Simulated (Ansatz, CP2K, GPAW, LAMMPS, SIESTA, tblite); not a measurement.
# Which run comes nearest? Two particles of Al after sintering (141 atoms)

The cell holds 141 atoms: 141 Al. Cell: a = 22.838 Å, b = 23.816 Å, c = 36.621 Å, α = 90.0°, β = 90.0°, γ = 90.0°. It derives from Al (fcc Al). 2 sphere(s) of radius 6.88, 6.19 Å cut from fcc Al (a = 4.05 Å), turned at random and set in contact, in vacuum; annealed 50 ps at 520 K with the Finnis-Sinclair Al potential (Mendelev, file Al_mm.eam.fs of the LAMMPS distribution), cooled to 300 K. Vacuum lies along a, b and c.

Geometry: as built.

The reference, a calculation:

| Quantity | Value |
| --- | --- |
| method | Kohn-Sham DFT, PBE, PAW, plane waves (Ansatz 0.2.0); cutoff 420 eV, Γ point, fermi-dirac smearing of 0.05 eV; PAW set soft_2 |
| r.m.s. force component | 0.4629 eV/Å |
| longest force | 1.756 eV/Å |
| SCF cycles | 9 |
| time | 69 s on 16 threads of Intel Xeon Platinum 8488C (Sapphire Rapids), shared host |
| CPU time | 16 min |

**Question.** The same geometry is run in other programs. How far does each lie from the reference, and what does it cost?
- CP2K PBE, DZVP-MOLOPT-SR, 350/50 Ry, diagonalisation (CP2K 2026.2; 2 threads)
- GPAW PBE, LCAO dzp, h 0.2 Å (GPAW 26.7.0; 2 MPI ranks)
- tblite GFN1-xTB (tblite 0.8.0; 1 thread)
- SIESTA PBE, DZP, shift 0.04 Ry, mesh 300 Ry (SIESTA 5.4.2; 4 MPI ranks)
- SIESTA PBE, DZP, shift 0.01 Ry, mesh 300 Ry (SIESTA 5.4.2; 4 MPI ranks)
- SIESTA PBE, DZ, shift 0.01 Ry, mesh 300 Ry (SIESTA 5.4.2; 2 MPI ranks)
- SIESTA PBE, TZP, shift 0.01 Ry, mesh 300 Ry (SIESTA 5.4.2; 4 MPI ranks)

Differences are against the plane-wave reference, forces as r.m.s. over components; share is that over the reference's r.m.s. force, slope the least-squares factor from reference forces to these. Total energies of different programs have different zeros and aren't compared.

| run | Δ force, r.m.s. (meV/Å) | share (%) | slope | cores | CPU time | memory (GiB) |
| --- | --- | --- | --- | --- | --- | --- |
| reference | - | - | - | 16 | 16 min | 20 |
| CP2K PBE, DZVP-MOLOPT-SR, 350/50 Ry, diagonalisation | 16.7 | 3.60 | 0.983 | 2 | 38 min | 24 |
| GPAW PBE, LCAO dzp, h 0.2 Å | 52.9 | 11.4 | 1.058 | 2 | 43 min | 9.6 |
| tblite GFN1-xTB | 421 | 91.0 | 0.924 | 1 | 77 s | 0.71 |
| SIESTA PBE, DZP, shift 0.04 Ry, mesh 300 Ry (coarse) | 60.1 | 13.0 | 1.112 | 4 | 13 min | 6.4 |
| SIESTA PBE, DZP, shift 0.01 Ry, mesh 300 Ry | 65.1 | 14.1 | 1.096 | 4 | 28 min | 8.1 |
| SIESTA PBE, DZ, shift 0.01 Ry, mesh 300 Ry (coarse) | 271 | 58.6 | 1.386 | 2 | 14 min | 4.7 |
| SIESTA PBE, TZP, shift 0.01 Ry, mesh 300 Ry | 61.0 | 13.2 | 1.094 | 4 | 44 min | 8.9 |

Rows marked coarse were listed beforehand as settings not expected to be converged; some can still land near the reference.

CPU time is summed over cores on a shared host, where runs went side by side, so it is rough. Symmetry, cutoffs, thresholds, outputs and thread counts weren't matched or tuned between programs; memory under MPI is the largest rank's times the ranks.

The PBE runs in local orbitals, coarse settings apart, differ by 3.6 % (CP2K PBE, DZVP-MOLOPT-SR, 350/50 Ry, diagonalisation) to 14 % (SIESTA PBE, DZP, shift 0.01 Ry, mesh 300 Ry); basis, grid and potentials can all enter. Tight binding differs by 91 % (tblite GFN1-xTB); it is another model, with fitted parameters of its own, and the xTB methods hold dispersion. Runs with settings chosen to be coarse differ by 13 % (SIESTA PBE, DZP, shift 0.04 Ry, mesh 300 Ry) to 59 % (SIESTA PBE, DZ, shift 0.01 Ry, mesh 300 Ry), their programs' other errors included. One electronic-structure run takes under half the reference's CPU time: tblite GFN1-xTB, at 91 % in 77 s against 16 min, too far off to be of use. Periodic xTB results under one method name differ between programs and library versions. The electron count is odd in these runs, and they have no spin polarisation, so the unpaired electron is spread evenly over both spins. The electron count is odd and the run has no spin polarisation, so levels at the top are partly filled by construction.

[Hosts, paths, dates, database ids (printed as entryN), source tags and the programs' standing remarks are cut or masked in the printed files.]
